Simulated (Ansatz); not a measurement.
# How fast states decay through K4LiI5

A new crystal, K4LiI5: structure, gap and complex bands. It is built by putting Li for Na, I for Cl in the K4NaCl5 structure of space group Immm, with the volume rescaled by atomic radii. The parent structure comes from the Materials Project.

Calculated with Ansatz 0.2.0; PBE DFT, plane waves, PAW files, in the first sound run; inputs show where later runs differ.

The structure was built from a prototype and need not be the compound's stable phase.

## (1) Starting point

Symmetry: Immm, No. 71, orthorhombic system. Conventional cell: a = 4.543 Å, b = 6.504 Å, c = 22.923 Å, α = 90.00°, β = 90.00°, γ = 90.00°. Nearest to K lie 6 I at 3.20 to 3.28 Å. Nearest to K lie 6 I at 3.26 to 3.33 Å. Li has 6 I at 3.05 to 3.25 Å nearest. Nearest to I lie 6 K at 3.26 to 3.28 Å. Nearest to I lie 2 Li at 3.05 Å and 4 K at 3.26 to 3.33 Å. I has 4 K at 3.20 Å and 2 Li at 3.25 Å nearest. It derives from K4NaCl5. Li for Na, I for Cl in the K4NaCl5 structure of space group Immm. Farther neighbours and most contacts between anions are not listed.

Coordinates:

```cif
data_structure
_symmetry_space_group_name_H-M 'Immm'
_symmetry_Int_Tables_number 71
_cell_length_a 4.5425
_cell_length_b 6.5044
_cell_length_c 22.9226
_cell_angle_alpha 90.000
_cell_angle_beta 90.000
_cell_angle_gamma 90.000
_cell_volume 677.28
loop_
_atom_site_label
_atom_site_type_symbol
_atom_site_symmetry_multiplicity
_atom_site_Wyckoff_symbol
_atom_site_fract_x
_atom_site_fract_y
_atom_site_fract_z
_atom_site_occupancy
K1 K 4 i 0.00000 0.00000 0.59820 1
K2 K 4 i 0.50000 0.50000 0.69494 1
Li1 Li 2 a 0.00000 0.00000 0.00000 1
I1 I 4 j 0.00000 0.50000 0.79844 1
I2 I 4 j 0.50000 0.00000 0.91110 1
I3 I 2 d 0.00000 0.50000 0.00000 1
```

## (2) Cell and atoms at rest

The substituted atoms don't fit the parent's cell, so cell and atoms relax together. A small smearing keeps the run stable in case the gap closes on the way.

input.yaml reads:

```yaml
crystal:
  lattice:
    - [-2.2712531911, 3.2521860194, 11.4613234297]
    - [2.2712531911, -3.2521860194, 11.4613234297]
    - [2.2712531911, 3.2521860194, -11.4613234297]
  atoms:
    - { symbol: K, position: [0.59819631, 0.59819631, 0.0] }
    - { symbol: K, position: [0.19494496, 0.19494496, 0.0] }
    - { symbol: K, position: [0.80505504, 0.80505504, 0.0] }
    - { symbol: K, position: [0.40180369, 0.40180369, 0.0] }
    - { symbol: Li, position: [0.0, 0.0, 0.0] }
    - { symbol: I, position: [0.29843802, 0.79843802, 0.5] }
    - { symbol: I, position: [0.91110053, 0.41110053, 0.5] }
    - { symbol: I, position: [0.5, 0.0, 0.5] }
    - { symbol: I, position: [0.08889947, 0.58889947, 0.5] }
    - { symbol: I, position: [0.70156198, 0.20156198, 0.5] }
kpoints:
  mp_grid: { grid: [6, 6, 6] }
scf:
  occupations: { method: gaussian, width: 0.03 }
hamiltonian:
  xc: pbe
output:
  forces: true
  stress: true
relax:
  f_tol: 0.02
  max_steps: 60
  cell: {}
```

Launch:

```console
> ansatz run input.yaml --threads 2 --pin off --max-ram 4096MiB --backend cpu --events-out ev --progress --plain --runs-dir out
```

Numbers of over 12 decimals in the logs are rounded to 6 here.

Log:

```text
basis.fft_grid_basis auto: the FFT boxes are laid along the combinations [[1, 0, 1], [0, 1, 1], [0, 0, 1]] of the cell's own vectors, 6.504, 4.543 and 12.128 Å long. The dense box has 45×32×90 points. Along the cell's own vectors, as sized, it would have 90×90×90, 5.62 times as many. Of the 8 symmetry operations that the crystal satisfies within crystal.symmetry.tolerance (time reversal apart; of a slab, those that k [...]
Engine: ansatz 0.2.0, x86_64-unknown-linux-gnu
Pseudopotentials: kind: paw
Pseudopotential: K, paw, valence charge 9, recommended cutoff 420 eV (normal), K.paw.azcp
Pseudopotential: Li, paw, valence charge 3, recommended cutoff 420 eV (normal), Li.paw.azcp
Pseudopotential: I, paw, valence charge 17, recommended cutoff 420 eV (normal), I.paw.azcp
Functional definition: PBE
  parameter kappa = 0.804
  parameter beta = 0.066725
  exchange = pbe_x(kappa = kappa, mu = beta*pi^2/3)
  correlation = pbe_c(beta = beta)
Crystal: 10 atoms, lattice volume = 338.638 Å³
Basis set: ecut = 420 eV, 6655 PW (Γ), FFT grids on a1+a3, a2+a3, a3, exchange–correlation on 90×64×180 points (8 copies of the dense FFT grid, shifted against one another)
Bands: 75, of which v1, the nominal top of the filled ones, is band 62 counted from 1 (61 counted from 0)
Symmetry: 8 space group operations
Space group: Immm (ITA 71), of the structure as read, at distance tolerance 7.0e-5 Å
k-points: 46 of 216
Non-local potential: K, projectors of the file, l = 0: 3, l = 1: 2, l = 2: 2
Non-local potential: Li, projectors of the file, l = 0: 3, l = 1: 2, l = 2: 1
Non-local potential: I, projectors of the file, l = 0: 2, l = 1: 2, l = 2: 2, l = 3: 2
PAW form: soft (Blöchl's): semilocal exchange-correlation on the pseudo side does not see the compensation charge
PAW one-centre angular grid: K, 110 points (default); XC on 64 Gauss nodes
PAW one-centre angular grid: Li, 110 points (default); XC on 64 Gauss nodes
PAW one-centre angular grid: I, 590 points (default); XC on 64 Gauss nodes
Initial density: superposition of atomic densities (neutral atoms: chi_scale 0, normalization atom), corrected by the library's trained network
Initial wavefunctions: pseudopotential atomic-orbital guess
Functional: x = pbe(κ = 0.804, μ = 0.219515), c = pbe(β = 0.066725)
SCF iter   1: F=—  HF=-43933.398871 eV  |F-HF|=—  |Δ(HF+E_count)|=         —  Δρ=5.35e-4  dr2=4.12e-3  ethr=1.77e-3  ⟨swp⟩=11.5  Hψ=17715  notcnv=0  defer=29
preconditioner: auto → Resta (q_TF=auto, 2.308 Å⁻¹)  ε∞=2.5  [insulator: Δε(μ)=4.298 eV  Ē_g=12.980 eV  σ=0.030 eV  W_gap=1.00  n_scr=66 (ndim 8)  ℏωp=16.1 eV  f_vac=0.052  D(μ)=0.00/eV (n_scr^D=0)  ε∞_Penn≈2.5]
SCF iter   2: F=—  HF=-43933.392191 eV  |F-HF|=—  |Δ(HF+E_count)|=   6.68e-3  Δρ=3.73e-4  dr2=9.98e-4  ethr=3.32e-6  ⟨swp⟩=2.7  Hψ=7479  notcnv=0  defer=249
SCF iter   3: F=—  HF=-43933.391995 eV  |F-HF|=—  |Δ(HF+E_count)|=   1.96e-4  Δρ=1.48e-4  dr2=1.69e-4  ethr=8.05e-7  ⟨swp⟩=3.0  Hψ=5703  notcnv=0  defer=249
SCF iter   4: F=—  HF=-43933.392029 eV  |F-HF|=—  |Δ(HF+E_count)|=   3.42e-5  Δρ=4.93e-5  dr2=1.53e-5  ethr=1.37e-7  ⟨swp⟩=2.0  Hψ=4049  notcnv=0  defer=249
SCF iter   5: F=—  HF=-43933.391992 eV  |F-HF|=—  |Δ(HF+E_count)|=   3.70e-5  Δρ=1.48e-5  dr2=9.71e-7  ethr=1.24e-8  ⟨swp⟩=2.1  Hψ=4562  notcnv=0  defer=249
SCF iter   6: F=-43933.391992 eV  HF=-43933.391992 eV  |F-HF|=1.85e-8  |Δ(HF+E_count)|=   1.19e-7  Δρ=3.25e-6  dr2=4.31e-8  ethr=8.06e-11  ⟨swp⟩=3.9  Hψ=14476  notcnv=0
SCF 1 converged in 6 iterations: F = -43933.391992 eV  dr2 = 4.31e-8
  greatest PAW one-centre occupation: 1.000 electrons in one spin orbital (limit 2), on the Li atom at site 4 (counted from 0), in its partial waves of l = 0
relax step   1: F+E_penalty+E_count = -43933.39199219 eV  Δ(F+E_penalty+E_count) = +0.000e0 eV  max|allowed force component| = 3.582e-1 eV/Å  Δτ_max = 0.0000 Å  P = +4.697 GPa  Ω = 338.638 Å³  (6 SCF iters, dr2 threshold 1.00e-7 eV, accepted)
Crystal: 10 atoms, lattice volume = 388.373 Å³
Basis set: ecut = 420 eV, 7561 PW (Γ), FFT grids on a1+a3, a2+a3, a3, exchange–correlation on 90×64×180 points (8 copies of the dense FFT grid, shifted against one another)
Initial density: handed on by an earlier stage of this run
Initial wavefunctions: those handed on with the density
iter 1 solved again at ethr=1.51e-4 eV; its pass at ethr=3.10e-3 eV (dr2=1.87e-1 eV) is discarded
SCF iter   1: F=—  HF=-43934.387959 eV  |F-HF|=—  |Δ(HF+E_count)|=         —  Δρ=4.94e-3  dr2=1.90e-1  ethr=1.51e-4  ⟨swp⟩=4.3  Hψ=20901  notcnv=0  defer=2
preconditioner: auto → Resta (q_TF=auto, 2.256 Å⁻¹)  ε∞=2.4  [insulator: Δε(μ)=4.025 eV  Ē_g=12.741 eV  σ=0.030 eV  W_gap=1.00  n_scr=74 (ndim 8)  ℏωp=15.1 eV  f_vac=0.106  D(μ)=0.00/eV (n_scr^D=0)  ε∞_Penn≈2.4]
SCF iter   2: F=—  HF=-43934.320975 eV  |F-HF|=—  |Δ(HF+E_count)|=   6.70e-2  Δρ=2.09e-3  dr2=3.40e-2  ethr=1.51e-4  ⟨swp⟩=5.4  Hψ=6681  notcnv=0  defer=5
SCF iter   3: F=—  HF=-43934.307802 eV  |F-HF|=—  |Δ(HF+E_count)|=   1.32e-2  Δρ=6.43e-4  dr2=2.45e-3  ethr=2.74e-5  ⟨swp⟩=4.6  Hψ=6315  notcnv=0  defer=20
SCF iter   4: F=—  HF=-43934.307789 eV  |F-HF|=—  |Δ(HF+E_count)|=   1.35e-5  Δρ=2.34e-4  dr2=3.03e-4  ethr=1.98e-6  ⟨swp⟩=2.0  Hψ=6023  notcnv=0  defer=27
SCF iter   5: F=—  HF=-43934.307743 eV  |F-HF|=—  |Δ(HF+E_count)|=   4.52e-5  Δρ=5.42e-5  dr2=1.58e-5  ethr=2.44e-7  ⟨swp⟩=2.0  Hψ=6228  notcnv=0  defer=38
SCF iter   6: F=—  HF=-43934.307766 eV  |F-HF|=—  |Δ(HF+E_count)|=   2.25e-5  Δρ=1.75e-5  dr2=1.85e-6  ethr=1.27e-8  ⟨swp⟩=2.0  Hψ=6153  notcnv=0  defer=38
SCF iter   7: F=-43934.307769 eV  HF=-43934.307769 eV  |F-HF|=1.38e-7  |Δ(HF+E_count)|=   3.04e-6  Δρ=5.72e-6  dr2=1.70e-7  ethr=8.06e-10  ⟨swp⟩=5.0  Hψ=11190  notcnv=0
SCF 2 converged in 7 iterations: F = -43934.307769 eV  dr2 = 1.70e-7
relax step   2: F+E_penalty+E_count = -43934.30776912 eV  Δ(F+E_penalty+E_count) = -9.158e-1 eV  max|allowed force component| = 1.123e-1 eV/Å  Δτ_max = 0.0724 Å  P = +1.315 GPa  Ω = 388.373 Å³  energy of the carried Pulay correction = -2.896e-3 eV  (7 SCF iters, dr2 threshold 1.00e-6 eV, accepted)
Crystal: 10 atoms, lattice volume = 411.934 Å³
Basis set: ecut = 420 eV, 8023 PW (Γ), FFT grids on a1+a3, a2+a3, a3, exchange–correlation on 90×64×180 points (8 copies of the dense FFT grid, shifted against one another)
iter 1 solved again at ethr=3.62e-5 eV; its pass at ethr=3.10e-3 eV (dr2=4.49e-2 eV) is discarded
SCF iter   1: F=—  HF=-43934.455174 eV  |F-HF|=—  |Δ(HF+E_count)|=         —  Δρ=2.54e-3  dr2=4.83e-2  ethr=3.62e-5  ⟨swp⟩=4.9  Hψ=19457  notcnv=0  defer=3
preconditioner: auto → Resta (q_TF=auto, 2.234 Å⁻¹)  ε∞=2.3  [insulator: Δε(μ)=3.839 eV  Ē_g=12.677 eV  σ=0.030 eV  W_gap=1.00  n_scr=78 (ndim 8)  ℏωp=14.6 eV  f_vac=0.122  D(μ)=0.00/eV (n_scr^D=0)  ε∞_Penn≈2.3]
SCF iter   2: F=—  HF=-43934.438989 eV  |F-HF|=—  |Δ(HF+E_count)|=   1.62e-2  Δρ=1.05e-3  dr2=7.58e-3  ethr=3.62e-5  ⟨swp⟩=4.7  Hψ=6239  notcnv=0  defer=4
SCF iter   3: F=—  HF=-43934.436157 eV  |F-HF|=—  |Δ(HF+E_count)|=   2.83e-3  Δρ=3.16e-4  dr2=5.93e-4  ethr=6.11e-6  ⟨swp⟩=3.4  Hψ=5639  notcnv=0  defer=21
SCF iter   4: F=—  HF=-43934.435998 eV  |F-HF|=—  |Δ(HF+E_count)|=   1.58e-4  Δρ=1.17e-4  dr2=8.76e-5  ethr=4.78e-7  ⟨swp⟩=2.0  Hψ=6261  notcnv=0  defer=21
SCF iter   5: F=—  HF=-43934.435999 eV  |F-HF|=—  |Δ(HF+E_count)|=   4.87e-7  Δρ=3.07e-5  dr2=4.54e-6  ethr=7.06e-8  ⟨swp⟩=2.0  Hψ=6231  notcnv=0  defer=21
SCF iter   6: F=-43934.436006 eV  HF=-43934.436005 eV  |F-HF|=9.14e-7  |Δ(HF+E_count)|=   6.19e-6  Δρ=8.79e-6  dr2=4.40e-7  ethr=8.06e-10  ⟨swp⟩=4.9  Hψ=11236  notcnv=0
SCF 3 converged in 6 iterations: F = -43934.436006 eV  dr2 = 4.40e-7
relax step   3: F+E_penalty+E_count = -43934.43600591 eV  Δ(F+E_penalty+E_count) = -1.282e-1 eV  max|allowed force component| = 2.128e-2 eV/Å  Δτ_max = 0.0459 Å  P = +0.364 GPa  Ω = 411.934 Å³  energy of the carried Pulay correction = -4.135e-3 eV  (6 SCF iters, dr2 threshold 1.00e-6 eV, accepted)
[...]
relax step   4: F+E_penalty+E_count = -43934.44911090 eV  Δ(F+E_penalty+E_count) = -1.310e-2 eV  max|allowed force component| = 1.837e-2 eV/Å  Δτ_max = 0.0083 Å  P = +0.033 GPa  Ω = 422.262 Å³  energy of the carried Pulay correction = -4.654e-3 eV  (6 SCF iters, dr2 threshold 4.44e-7 eV, accepted)
[...]
relax step   5: F+E_penalty+E_count = -43934.44947517 eV  Δ(F+E_penalty+E_count) = -3.643e-4 eV  max|allowed force component| = 6.307e-3 eV/Å  Δτ_max = 0.0126 Å  P = -0.003 GPa  Ω = 423.516 Å³  energy of the carried Pulay correction = -4.716e-3 eV  (6 SCF iters, dr2 threshold 1.03e-8 eV, accepted)
[...]
relax step   6: F+E_penalty+E_count = -43934.45647855 eV  Δ(F+E_penalty+E_count) = -7.003e-3 eV  max|allowed force component| = 6.383e-3 eV/Å  Δτ_max = 0.0000 Å  P = +0.032 GPa  Ω = 423.516 Å³  stress off target by 5.29e-2 GPa  SCF on the basis re-selected at this cell (its energy is not comparable with the rows above)  (8 SCF iters)
[...]
relax step   7: F+E_penalty+E_count = -43934.45666000 eV  Δ(F+E_penalty+E_count) = -1.814e-4 eV  max|allowed force component| = 2.326e-3 eV/Å  Δτ_max = 0.0010 Å  P = +0.023 GPa  Ω = 423.811 Å³  energy of the carried Pulay correction = -1.476e-5 eV  (6 SCF iters, dr2 threshold 6.99e-9 eV, accepted)
iter 1 solved again at ethr=6.10e-7 eV; its pass at ethr=3.10e-3 eV (dr2=7.56e-4 eV) is discarded
SCF iter   1: F=—  HF=-43934.453716 eV  |F-HF|=—  |Δ(HF+E_count)|=         —  Δρ=9.98e-5  dr2=1.09e-6  ethr=6.10e-7  ⟨swp⟩=4.7  Hψ=25983  notcnv=0
eigensolver tolerance schedule: the retry pair's looser diagonalisation over-reported the residual by 694.16 of it (diagonalisation noise at 0.16 of the residual, at the tolerance the schedule requests for it); recorded, not acted on — ethr = c·dr2/N_el stays at c = 1.0e-1
preconditioner: auto → Resta (q_TF=auto, 2.223 Å⁻¹)  ε∞=2.3  [insulator: Δε(μ)=3.663 eV  Ē_g=12.653 eV  σ=0.030 eV  W_gap=1.00  n_scr=86 (ndim 8)  ℏωp=14.4 eV  f_vac=0.125  D(μ)=0.00/eV (n_scr^D=0)  ε∞_Penn≈2.3]
SCF iter   2: F=—  HF=-43934.455956 eV  |F-HF|=—  |Δ(HF+E_count)|=   2.24e-3  Δρ=5.02e-5  dr2=2.49e-7  ethr=8.77e-10  ⟨swp⟩=3.0  Hψ=6574  notcnv=0
SCF iter   3: F=—  HF=-43934.456633 eV  |F-HF|=—  |Δ(HF+E_count)|=   6.77e-4  Δρ=1.17e-5  dr2=1.71e-8  ethr=2.01e-10  ⟨swp⟩=2.0  Hψ=6302  notcnv=0
SCF iter   4: F=—  HF=-43934.456672 eV  |F-HF|=—  |Δ(HF+E_count)|=   3.87e-5  Δρ=5.71e-7  dr2=6.17e-10  ethr=1.38e-11  ⟨swp⟩=2.0  Hψ=6302  notcnv=0
SCF iter   5: F=—  HF=-43934.456672 eV  |F-HF|=—  |Δ(HF+E_count)|=   5.21e-8  Δρ=1.43e-7  dr2=1.21e-10  ethr=1.00e-12  ⟨swp⟩=5.0  Hψ=11433  notcnv=0
SCF iter   6: F=-43934.456672 eV  HF=-43934.456672 eV  |F-HF|=2.18e-11  |Δ(HF+E_count)|=  7.93e-10  Δρ=4.96e-8  dr2=2.34e-11  ethr=1.00e-12  ⟨swp⟩=5.0  Hψ=10462  notcnv=0
SCF 8 converged in 6 iterations: F = -43934.456672 eV  dr2 = 2.34e-11
relax step   8: F+E_penalty+E_count = -43934.45667218 eV  Δ(F+E_penalty+E_count) = -1.218e-5 eV  max|allowed force component| = 2.321e-3 eV/Å  Δτ_max = 0.0000 Å  P = +0.023 GPa  Ω = 423.811 Å³  stress off target by 2.86e-2 GPa  SCF on the basis re-selected at this cell (its energy is not comparable with the rows above)  (6 SCF iters)
basis re-selected at this cell: Δ(F+E_penalty+E_count) = -1.218e-5 eV, ΔP = -0.000 GPa vs the last step (what re-selecting the basis moved, of the pressure what is left beyond the Pulay correction that the steps carried, after the strain that the cell walked since its last selection, with what the two solves' SCF thresholds leave and, on support functions, any second-order correction that the steps lacked; it is no m [...]
SCF converged after 6 iterations
Free energy (F): -43934.456672 eV
Harris-Foulkes:  -43934.456672 eV  (|F-HF|=2.18e-11)
Internal energy: -43934.456672 eV  (E = F + TS)
E sigma→0 (E₀):  -43934.456672 eV
Fermi energy:    4.142740 eV
--- Per-component energies (eV) ---
  E_band       = -2600.710678
  E_kinetic    = 1980.426273
  E_local      = -13739.128872  (includes V_loc(G=0)·N_el)
  E_nonlocal   = -433.353573
  E_hartree    = 6563.211688
  E_xc         = -1191.679650
  E_vxc        = -1316.228303  (∫ρ·V_xc dr)
  E_paw        = -27234.023647  (= ΣΔE_a)
  E_vpaw       = -2218.849716  (= ΣTr[D̂ρ^β])
  E_aug_tail   = -0.000068  (compensation charges beyond the density's cutoff)
  E_ewald      = -9879.908823
  E_smearing   = -0.000000  (= −TS)
  E_closure    = -0.000000  (closes the sum)
  Σ components = -43934.456672   (vs F -43934.456672, Δ=0.00e0)
--- Forces (eV/Å), atoms counted from 1 ---
  atom   1  K      0.00000000     0.00000000    -0.00050511
  atom   2  K      0.00000000     0.00000000     0.00124604
  atom   3  K      0.00000000    -0.00000000    -0.00124604
  atom   4  K      0.00000000     0.00000000     0.00050511
  atom   5  Li     0.00000000     0.00000000     0.00000000
  atom   6  I      0.00000000    -0.00000000    -0.00057769
  atom   7  I      0.00000000    -0.00000000    -0.00232101
  atom   8  I      0.00000000     0.00000000     0.00000000
  atom   9  I      0.00000000     0.00000000     0.00232101
  atom  10  I      0.00000000     0.00000000     0.00057769
  max |Σ_I F_I| component: 1.08e-19 eV/Å
--- Stress (GPa, compression-positive) ---
        0.028604      -0.000000       0.000000
       -0.000000       0.023788       0.000000
        0.000000       0.000000       0.015983
  P = ⅓ Tr σ = 0.0228 GPa (0.228 kbar)
--- Relaxed structure (6 steps of the walk, 6 accepted, 2 SCFs on fresh bases) ---
  F+E_penalty+E_count = -43934.45667218 eV   max|allowed force component| = 2.321e-3 eV/Å   (the final SCF, on the basis selected at the relaxed cell)
  cell:  # Å, volume = 423.8107 Å³
    - [-2.411272, 3.532325, 12.439565]
    - [2.411272, -3.532325, 12.439565]
    - [2.411272, 3.532325, -12.439565]
  atoms:
    - { symbol: K, position: [0.598450, 0.598450, -2.32829763525399e-17] }
    - { symbol: K, position: [0.191989, 0.191989, -6.618573918398426e-18] }
    - { symbol: K, position: [0.808011, 0.808011, -3.216835246923177e-17] }
    - { symbol: K, position: [0.401550, 0.401550, -1.550395003509029e-17] }
    - { symbol: Li, position: [0, 0, 0] }
    - { symbol: I, position: [0.297147, 0.797147, 0.500000] }
    - { symbol: I, position: [0.916774, 0.416774, 0.5] }
    - { symbol: I, position: [0.500000, 0, 0.500000] }
    - { symbol: I, position: [0.083226, 0.583226, 0.5] }
    - { symbol: I, position: [0.702853, 0.202853, 0.500000] }
```

The job ended after 70 s (2 threads of AMD EPYC 9R45, shared host; peak memory 1.4 GiB; 2.3 min of CPU time).

Relaxation path:

| step | energy less that of the first step (eV) | largest force component (eV/Å) | pressure (GPa) | volume (Å³) |
| --- | --- | --- | --- | --- |
| 1 | 0.0000 | 0.3582 | 4.70 | 338.64 |
| 2 | -0.9158 | 0.1123 | 1.32 | 388.37 |
| 3 | -1.0440 | 0.0213 | 0.36 | 411.93 |
| 4 | -1.0571 | 0.0184 | 0.03 | 422.26 |
| 5 | -1.0575 | 0.0063 | 0.00 | 423.52 |
| 6* | -1.0645 | 0.0064 | 0.03 | 423.52 |
| 7 | -1.0647 | 0.0023 | 0.02 | 423.81 |
| 8* | -1.0647 | 0.0023 | 0.02 | 423.81 |

Relaxation steps marked * repeat the geometry before them on a plane-wave basis chosen anew for their cell, so energy and pressure can jump there.

The run keeps the 8 symmetry operations that it works with, so distortions that break them were not tested.

| conventional cell, symmetrised | before | after | change |
| --- | --- | --- | --- |
| a (Å) | 4.543 | 4.823 | +6.2 % |
| b (Å) | 6.504 | 7.065 | +8.6 % |
| c (Å) | 22.923 | 24.879 | +8.5 % |
| volume (Å³/atom) | 33.86 | 42.38 | +25.2 % |

The atoms that moved most (Å, as changes of fractional coordinates times the final cell):

| atom | dx | dy | dz | length |
| --- | --- | --- | --- | --- |
| I9 | 0.000 | 0.000 | -0.141 | 0.141 |
| I7 | 0.000 | 0.000 | 0.141 | 0.141 |
| K3 | 0.000 | 0.000 | 0.074 | 0.074 |
| K2 | 0.000 | 0.000 | -0.074 | 0.074 |
| I6 | 0.000 | 0.000 | -0.032 | 0.032 |
| I10 | 0.000 | 0.000 | 0.032 | 0.032 |
| K1 | 0.000 | 0.000 | 0.006 | 0.006 |
| K4 | 0.000 | 0.000 | -0.006 | 0.006 |

This step gave:

| Property | Result |
| --- | --- |
| free energy | -43934.4567 eV |
| Fermi energy | 4.143 eV |
| pressure | 0.02279 GPa |

The largest force component on a free atom ends at 0.0023 eV/Å.

(Continued in part 2 of 3.)

[Logs are printed without paths, hosts, clocks, repeated set-up lines and the standing remarks that a program may print on its own settings, such as how far it seeks lower states.]

[Hosts, paths, dates, database ids (printed as entryN), source tags and the programs' standing remarks are cut or masked in the printed files.]

[New means built here by substitution; the compound itself may be known and measured.]
